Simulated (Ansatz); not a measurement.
# Ca on Ni(111): change of the work function, part 4 of 4

Wanted: Δφ(θ) for Ca/Ni(111), starting from the fcc site.

Ansatz 0.2.0; plane-wave DFT, PBE, Ansatz PAW.

So far, work function, upper face (eV): step 2 (the clean slab) 5.07; step 3 (37 atoms, coverage 0.111 ML, cell 3x3) 2.19.

### Step 4. Adsorbate added, k-mesh 6×6×1, coverage 0.25 ML (continued)

Projected DOS per atom, spin down over height of the atomic layer and energy from the Fermi level. Layers: Ni4 Ni4 Ni4 Ni4 Ca from below.

Values in states/eV, 22 rows by 5 columns, each cell a mean:
```
0.16 0.17 0.14 0.15 0.15
0.15 0.12 0.17 0.17 0.05
0.25 0.20 0.19 0.22 0.25
0.70 0.76 0.72 0.55 0.30
1.70 1.54 1.46 1.40 0.20
1.64 1.14 1.31 1.66 0.09
1.23 1.00 0.98 1.10 0.04
1.87 1.31 1.40 1.46 0.18
1.33 1.26 1.15 1.77 0.23
0.73 0.88 0.90 0.99 0.24
0.68 0.77 0.75 0.80 0.01
0.47 0.87 0.87 0.51 0.01
0.34 0.56 0.55 0.42 0.01
0.23 0.50 0.51 0.25 0.02
0.12 0.20 0.20 0.13 0.02
0.12 0.14 0.14 0.13 0.02
0.09 0.08 0.08 0.09 0.02
0.06 0.11 0.10 0.06 0.01
0.05 0.07 0.06 0.05 0.01
0.05 0.08 0.08 0.05 0.01
0.02 0.06 0.06 0.03 0.00
0.01 0.04 0.04 0.01 0.00
```
Columns: height of the atomic layer (Å) from 9 to 17.3; rows upwards: energy from the Fermi level (eV) from -7.96 to 1.95.

Site moment by atom:

```
atom  site moment (μB)
 Ni1             0.705
 Ni2             0.714
 Ni3             0.670
 Ni4             0.450
 Ni5             0.705
 Ni6             0.712
 Ni7             0.670
 Ni8             0.450
 Ni9             0.705
Ni10             0.712
Ni11             0.670
Ni12             0.450
Ni13             0.702
Ni14             0.712
Ni15             0.655
Ni16             0.544
Ca17            -0.027
```

Spin density in the ca plane at fractional y = 0.167, with atoms of Ni and Ca within 0.2 Å of it.

Ten even steps from '0' (0.0 e/Å³) to '9' (1.8 e/Å³), each cell a mean:
```
00000000000000000000000000000000000000000000
00000000000000000000000000000000000000000000
00000001100000000000000000000000000000000000
00000016710000000000000000000000000000000000
00000017810000000000000000000000000000000000
00000001100000000000000000000000000000000000
00000000000000000000000000000000000000000000
00000000000000000000000000000000000000000000
00000000000000000000000000000000000000000000
00000003300000000000000000000000000000000000
00000019920000000000000000000000000000000000
00000003410000000000000000000000000000000000
00000000000000000000000000000000000000000000
```
Columns run along c (16.0 Å, from fractional 0.31 to 0.91 of the cell), rows up along a (5.0 Å). Atoms in or near the plane, at fractional coordinates: Ni at (0.41, 0.17), Ni at (0.41, 0.67), Ca at (0.65, 0.17).

ELF in the ca plane at fractional y = 0.167, with atoms of Ni and Ca within 0.2 Å of it. It is the smooth field of the valence electrons, not physical close to the nuclei.

Values, 7 rows by 16 columns, each cell a mean:
```
0.20 0.20 0.22 0.23 0.20 0.20 0.20 0.22 0.18 0.12 0.10 0.28 0.15 0.03 0.00 0.00
0.23 0.23 0.28 0.26 0.23 0.21 0.21 0.25 0.29 0.18 0.26 0.26 0.10 0.02 0.00 0.00
0.28 0.26 0.37 0.31 0.27 0.24 0.24 0.29 0.30 0.25 0.29 0.24 0.09 0.02 0.00 0.00
0.20 0.20 0.22 0.22 0.20 0.20 0.20 0.21 0.22 0.07 0.15 0.28 0.13 0.03 0.00 0.00
0.19 0.20 0.22 0.22 0.20 0.20 0.20 0.22 0.28 0.53 0.10 0.27 0.18 0.04 0.00 0.00
0.29 0.27 0.38 0.32 0.27 0.24 0.25 0.30 0.57 0.82 0.25 0.25 0.22 0.04 0.01 0.00
0.22 0.22 0.26 0.24 0.22 0.21 0.21 0.25 0.43 0.77 0.16 0.26 0.20 0.04 0.01 0.00
```
Columns run along c (16.0 Å, from fractional 0.31 to 0.91 of the cell), rows up along a (5.0 Å). Atoms in or near the plane, at fractional coordinates: Ni at (0.41, 0.17), Ni at (0.41, 0.67), Ca at (0.65, 0.17).

Electrostatic potential energy in the ca plane at fractional y = 0.167, with atoms of Ni and Ca within 0.2 Å of it. With pseudopotentials it is smooth inside the atoms' cores, unlike the true potential.

Ten even steps from '0' (-49 eV) to '9' (7 eV), each cell a mean:
```
86468999899864589855799988889999999999999999
86568998889975689865799999999999999999999999
98889862258988899988999999999999999999999999
99999820017999999999999999999999999999999999
99999720017999999999999999999999999999999999
98889852158988899988999999999999999999999999
86578987789976689866799999999999999999999999
86468998899864589855799988889999999999999999
97679986579986789877898755678999999999999999
99899840038998999999998510268999999999999999
99999710017999999999997300058999999999999999
99999830027999999999998400158999999999999999
97789975579987899977898754578999999999999999
```
Columns run along c (16.0 Å, from fractional 0.31 to 0.91 of the cell; values clipped at the 3rd and 97th percentile), rows up along a (5.0 Å). Atoms in or near the plane, at fractional coordinates: Ni at (0.41, 0.17), Ni at (0.41, 0.67), Ca at (0.65, 0.17).

The relaxation took 6 steps and lowered the energy by 0.41 eV; the largest force on the free atoms ends at 0.0024 eV/Å.

By hand: a sheet of dipoles makes a step −p/(ε₀A) in the electron's potential. With e/ε₀ = 180.95 V·Å, p = 0.3093 e·Å and A = 21.46 Å², that is −180.95 × (0.3093) / 21.46 = -2.608 eV, and the two vacuum levels of the run differ by -2.608 eV.

The covered face has 2.46 eV, -2.61 eV against the clean one; the bare back face has moved by -0.01 eV, a measure of how thin the slab is.

### Step 5. Work function against coverage

This step: plane-wave DFT, PBE, Ansatz PAW; work function against coverage (Ansatz 0.2.0).

The runs are now put side by side.

Numbers from this step:

- work function of the clean face: 5.072 eV
- largest change of the work function: -2.880 eV

The work function of the covered face by coverage:

```
coverage (adsorbates/nm²)  work function of the covered face (eV)
                     0.00                                    5.07
                     2.07                                    2.19
                     4.66                                    2.46
```

The dipole per adsorbate comes from the change of the cell's dipole. Coverage, by row:

```
coverage (1/nm²)  coverage (ML)  work function (eV)  change (eV)  dipole per adsorbate, positive end outwards (debye)  mean height of the added atoms over the highest substrate atom (Å)
           2.071         0.1111               2.192        -2.88                                                3.683                                                               2.139
            4.66           0.25               2.461       -2.611                                                 1.48                                                               2.106
```

### Step 6. Summary of results

| Item | Value |
| --- | --- |
| work function of the clean face | 5.07 eV |
| work function at 0.11 ML | 2.19 eV |
| work function at 0.25 ML | 2.46 eV |
| dipole per adsorbate at 0.11 ML, positive end outwards | 3.68 D |

In words: Ca lowers the work function of Ni(111) at the lowest coverage, by 2.88 eV: the adsorbate layer has its positive end outwards. The slab has 4 layers, at the tabulated experimental lattice constant, one starting site was run, and quantum-size effects of a slab this thin can reach one or two tenths of an eV. The magnetic order is the one reached from the typed start; other orders were not compared.

[Logs are printed without paths, hosts, clocks, repeated set-up lines and the standing remarks that a program may print on its own settings, such as how far it seeks lower states.]

[Hosts, paths, dates, database ids (printed as entryN), source tags and the programs' standing remarks are cut or masked in the printed files.]

[Maps of the electrostatic potential energy from Ansatz leave out the sawtooth potential of an applied field or a dipole correction, so their vacuum need not be flat; planar profiles and work functions include it.]
